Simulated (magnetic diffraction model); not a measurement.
# LiMnCr2 below its ordering temperature

Space group R-3m (no. 166), a = 3.2420 Å, c = 18.2210 Å.

| site | atom | x | y | z |
| --- | --- | --- | --- | --- |
| 3a | Mn | 0 | 0 | 0 |
| 6c | Cr | 0 | 0 | 0.2643 |
| 3b | Li | 1/3 | 2/3 | 1/6 |

The compound is invented for this exercise: a known structure type with other elements, its cell scaled to their sizes and not relaxed.

Only Mn and Cr are taken to order (form factors of Mn2+ and Cr2+); orders and moment sizes are assumed, and not adapted to the symmetry. Radiation: neutrons of λ = 1.594 Å, 8° to 95°; isotropic B of 0.56 Å² (Mn), 0.79 Å² (Cr) and 1.19 Å² (Li). Simulated constant-wavelength pattern: nuclear and magnetic terms add, the magnetic one as |2.695 fm × Σ f S⊥ exp(2πi Q·r) exp(−B s²)|², summed over all Q at one angle with the factor 1/(sin²θ cos θ). For collinear order S is the moment m, which repeats by lattice and centring translations R with the sign exp(−2πi k·R). Free-ion form factors, Sears's scattering lengths of 1992, no absorption; a label names one of the reflections at its angle. The strongest nuclear line in the range is 100, and lines under 0.2 are left out.

Above the ordering temperature:

```csv
2θ (°),index,I
30.43,(0 0 6),36.8
33.38,(1 0 1),4.2
34.56,(0 1 2),100.0
38.96,(1 0 4),0.7
42.00,(0 1 5),10.8
46.37,(0 0 9),6.0
49.36,(1 0 7),1.7
58.90,(1 1 0),0.6
62.86,(1 0 10),20.4
63.32,(0 0 12),0.3
67.74,(1 1 6),49.1
67.92,(0 1 11),2.8
69.42,(0 2 1),1.2
70.12,(2 0 2),26.9
72.89,(0 2 4),0.2
74.95,(2 0 5),4.0
78.08,(1 1 9),14.9
78.92,(1 0 13),10.5
80.34,(0 2 7),0.6
82.01,(0 0 15),1.1
84.90,(0 1 14),7.6
91.56,(0 2 10),11.4
```
(The table stops after 22 lines; 1 more lie at higher angle.)

Below it (cell unchanged):

```tsv
2θ (°)	I
15.08	51.7
30.43	36.9
33.38	8.3
34.56	100.3
38.96	19.3
42.00	11.5
46.37	6.0
49.36	7.3
53.56	5.0
58.90	3.3
61.18	1.7
62.86	20.5
63.32	0.9
67.74	49.1
67.92	4.7
69.42	1.4
70.12	26.9
72.89	1.1
74.95	4.1
78.08	14.9
78.92	10.5
80.34	1.0
82.01	1.4
83.66	0.4
84.90	7.6
91.56	11.4
91.98	1.5
```

**Question.** Find the propagation vector, then choose among these models:
A. collinear moments along [101], 2.06 μB on Mn and 1.4 μB on Cr; signs + at (0, 0, 0), + at (0, 0, 0.2643), − at (2/3, 1/3, 0.0690)
B. collinear moments along [100], 2.06 μB on Mn and 1.4 μB on Cr; signs + at (0, 0, 0), + at (0, 0, 0.2643), − at (2/3, 1/3, 0.0690)
C. collinear moments along [100], 2.06 μB on Mn and 1.4 μB on Cr; signs + at (0, 0, 0), + at (0, 0, 0.2643), + at (2/3, 1/3, 0.0690)
D. collinear moments along [101], 2.06 μB on Mn and 1.4 μB on Cr; signs + at (0, 0, 0), + at (0, 0, 0.2643), + at (2/3, 1/3, 0.0690)

No line moves, and magnetic intensity falls on nuclear lines such as the one at 38.96°; new lines at (0 0 3), (0 1 8) and (1 1 3) have whole indices that obey the lattice centring, at places with no nuclear intensity to speak of, so the magnetic cell equals the chemical primitive cell: k = 0.

Magnetic intensity, observed (below minus above) and for each model:

| 2θ (°) | index | observed | A | B | C | D |
| --- | --- | --- | --- | --- | --- | --- |
| 15.08 | (0 0 3) | 51.6 | 2.3 | 74.8 | 51.6 | 1.6 |
| 30.43 | (0 0 6) | 0.1 | 0.2 | 6.6 | 0.1 | <0.2 |
| 33.38 | (1 0 1) | 4.1 | 26.2 | 13.9 | 4.1 | 7.8 |
| 34.56 | (0 1 2) | 0.3 | 8.8 | 5.3 | 0.3 | 0.6 |
| 38.96 | (1 0 4) | 18.6 | 5.3 | 4.7 | 18.6 | 21.1 |
| 42.00 | (0 1 5) | 0.7 | 6.7 | 7.3 | 0.7 | 0.6 |
| 53.56 | (0 1 8) | 5.0 | 1.2 | 2.3 | 5.0 | 2.6 |
| 58.90 | (1 1 0) | 2.7 | 1.1 | 0.6 | 2.7 | 5.3 |

Model C matches.

The structure used: k = (0 0 0), collinear moments along [100], 2.06 μB on Mn and 1.4 μB on Cr; signs + at (0, 0, 0), + at (0, 0, 0.2643), + at (2/3, 1/3, 0.0690).

[Logs are printed without paths, hosts, clocks, repeated set-up lines and the standing remarks that a program may print on its own settings, such as how far it seeks lower states.]
